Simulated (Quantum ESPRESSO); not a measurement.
**LiFeP: parallel and opposed starts**

Aim: find out which collinear order of LiFeP costs least.

Main program and level: Quantum ESPRESSO 7.5; LDA; plane waves with GBRV 1.5 LDA potentials, no spin-orbit coupling.

Most raw output is cut from this account.

### 1. Set-up

Symmetry: P4/nmm, No. 129, tetragonal system. The conventional cell has a = 3.667 Å, b = 3.667 Å, c = 5.829 Å, α = 90.00°, β = 90.00°, γ = 90.00°. Nearest to Li lie 5 P at 2.63 to 2.72 Å and 4 Fe at 2.72 Å. Nearest to Fe lie 4 P at 2.19 Å and 4 Fe at 2.59 Å and 4 Li at 2.72 Å. Nearest to P lie 4 Fe at 2.19 Å and 5 Li at 2.63 to 2.72 Å. Farther neighbours are not listed.

The cell comes from Materials Project 2023-11-01, a database of computed structures, and need not be the stable phase.

### 2. Run 1 (ferro ++)

The signs are those of the starting moments on the seeded atoms, the atoms that are given a moment.

pw.in

```
&CONTROL
  calculation = 'scf'
  prefix = 'pwscf'
  outdir = './tmp'
  pseudo_dir = './pseudo'
  disk_io = 'nowf'
/
&SYSTEM
  ibrav = 0
  nat = 6
  ntyp = 3
  ecutwfc = 40
  ecutrho = 280
  nbnd = 37
  occupations = 'smearing'
  smearing = 'fd'
  degauss = 0.00734986
  nspin = 2
  starting_magnetization(1) = 0
  starting_magnetization(2) = 0.175
  starting_magnetization(3) = 0
/
&ELECTRONS
  conv_thr = 1.2d-08
  electron_maxstep = 150
  mixing_beta = 0.3
/
ATOMIC_SPECIES
Li      6.9400 li_lda_v1.4.uspp.F.UPF
Fe     55.8450 fe_lda_v1.5.uspp.F.UPF
P      30.9738 p_lda_v1.5.uspp.F.UPF
CELL_PARAMETERS angstrom
   3.6669254000    0.0000000000    0.0000000000
   0.0000000000    3.6669254000    0.0000000000
   0.0000000000    0.0000000000    5.8293035200
ATOMIC_POSITIONS crystal
Li      0.0000000000    0.5000000000    0.6545373900
Li      0.5000000000    0.0000000000    0.3454626100
Fe      0.0000000000    0.0000000000    0.0000000000
Fe      0.5000000000    0.5000000000    0.0000000000
P       0.5000000000    0.0000000000    0.7957892200
P       0.0000000000    0.5000000000    0.2042107800
K_POINTS automatic
8 8 4 0 0 0
```

Started as:

```sh
$ OMP_NUM_THREADS=1 mpirun -n 4 pw.x -nk 4 -in pw.in > pw.out
```

The job ended after 57 s (4 MPI ranks of Arm Neoverse V1, shared host; peak memory 0.53 GiB; 3.8 min of CPU time).

The spin moment in the atom's sphere vanishes on all atoms.

This step gave:

```
smearing term TS       : 0.09549 eV
magnetization          : 0 μB
absolute magnetization : 0 μB
final state            : non-magnetic
```

### 3. Run 2 (antiferro +−)

Changes to pw.in since step 2:

```diff
@@ -10,6 +10,6 @@
   nat = 6
-  ntyp = 3
+  ntyp = 4
   ecutwfc = 40
   ecutrho = 280
-  nbnd = 37
+  nbnd = 34
   occupations = 'smearing'
@@ -20,3 +20,4 @@
   starting_magnetization(2) = 0.175
-  starting_magnetization(3) = 0
+  starting_magnetization(3) = -0.175
+  starting_magnetization(4) = 0
 /
@@ -29,3 +30,4 @@
 Li      6.9400 li_lda_v1.4.uspp.F.UPF
-Fe     55.8450 fe_lda_v1.5.uspp.F.UPF
+Fe1    55.8450 fe_lda_v1.5.uspp.F.UPF
+Fe2    55.8450 fe_lda_v1.5.uspp.F.UPF
 P      30.9738 p_lda_v1.5.uspp.F.UPF
@@ -38,4 +40,4 @@
 Li      0.5000000000    0.0000000000    0.3454626100
-Fe      0.0000000000    0.0000000000    0.0000000000
-Fe      0.5000000000    0.5000000000    0.0000000000
+Fe1     0.0000000000    0.0000000000    0.0000000000
+Fe2     0.5000000000    0.5000000000    0.0000000000
 P       0.5000000000    0.0000000000    0.7957892200
```

It took 62 s on 4 MPI ranks; peak memory 0.53 GiB; 4.1 min of CPU time.

Spin moment in the atom's sphere by atom:

```csv
atom,spin moment in the atom's sphere (μB)
Li1,0.0000
Li2,0.0000
Fe3,0.0000
Fe4,-0.0001
P5,0.0000
P6,0.0000
```

Numbers from this step:

- smearing term TS: 0.09549 eV
- magnetization: 0 μB
- absolute magnetization: 0 μB
- final state: non-magnetic

### 4. Run 3 (no spin polarisation)

pw.in

```
&CONTROL
  calculation = 'scf'
  prefix = 'pwscf'
  outdir = './tmp'
  pseudo_dir = './pseudo'
  disk_io = 'nowf'
/
&SYSTEM
  ibrav = 0
  nat = 6
  ntyp = 3
  ecutwfc = 40
  ecutrho = 280
  nbnd = 34
  occupations = 'smearing'
  smearing = 'fd'
  degauss = 0.00734986
/
&ELECTRONS
  conv_thr = 1.2d-08
  electron_maxstep = 150
  mixing_beta = 0.3
/
ATOMIC_SPECIES
Li      6.9400 li_lda_v1.4.uspp.F.UPF
Fe     55.8450 fe_lda_v1.5.uspp.F.UPF
P      30.9738 p_lda_v1.5.uspp.F.UPF
CELL_PARAMETERS angstrom
   3.6669254000    0.0000000000    0.0000000000
   0.0000000000    3.6669254000    0.0000000000
   0.0000000000    0.0000000000    5.8293035200
ATOMIC_POSITIONS crystal
Li      0.0000000000    0.5000000000    0.6545373900
Li      0.5000000000    0.0000000000    0.3454626100
Fe      0.0000000000    0.0000000000    0.0000000000
Fe      0.5000000000    0.5000000000    0.0000000000
P       0.5000000000    0.0000000000    0.7957892200
P       0.0000000000    0.5000000000    0.2042107800
K_POINTS automatic
8 8 4 0 0 0
```

Wall time 26 s (4 MPI ranks); peak memory 0.44 GiB.

This step gave:

```
smearing term TS : 0.09549 eV
final state      : non-magnetic (no spin polarisation)
```

### 5. The states side by side

An order is kept where moments of 0.15 μB or more survive with the typed signs; meshes match where a doubled cell samples the same k points as the first cell.

Orders:

```
               start   final state  typed order kept  energy over the lowest (meV a seeded atom)  largest site moment (μB)  net moment (μB a cell of the first run)  mesh matched  CPU time (s)
            ferro ++  non-magnetic                no                                           0                         0                                        0           yes         229.2
        antiferro +-  non-magnetic                no                                           0                         0                                        0           yes         247.3
no spin polarisation  non-magnetic                 -                                           0                         0                                        0           yes         103.8
```

### 6. Summary of results

- lowest state found: non-magnetic (from ferro ++, antiferro +- and no spin polarisation)
- largest site moment: 0 μB

In words: The lowest state carries no moment, and no start kept one. This is the lowest of 3 collinear or spinless starts, no proof of the ground state. Energies are free energies at an electronic temperature of 1160 K, which lowers moments and differences where the moments are itinerant.

[Logs and program files are shortened in this print: banners, set-up blocks, solver, clock and traceback lines can be left out without a mark of their own.]

[Logs are printed without paths, hosts, clocks, repeated set-up lines and the standing remarks that a program may print on its own settings, such as how far it seeks lower states.]

[Hosts, paths, dates, database ids (printed as entryN), source tags and the programs' standing remarks are cut or masked in the printed files.]

[Where a cell is said to come from a database of computed structures, the database is the Materials Project.]
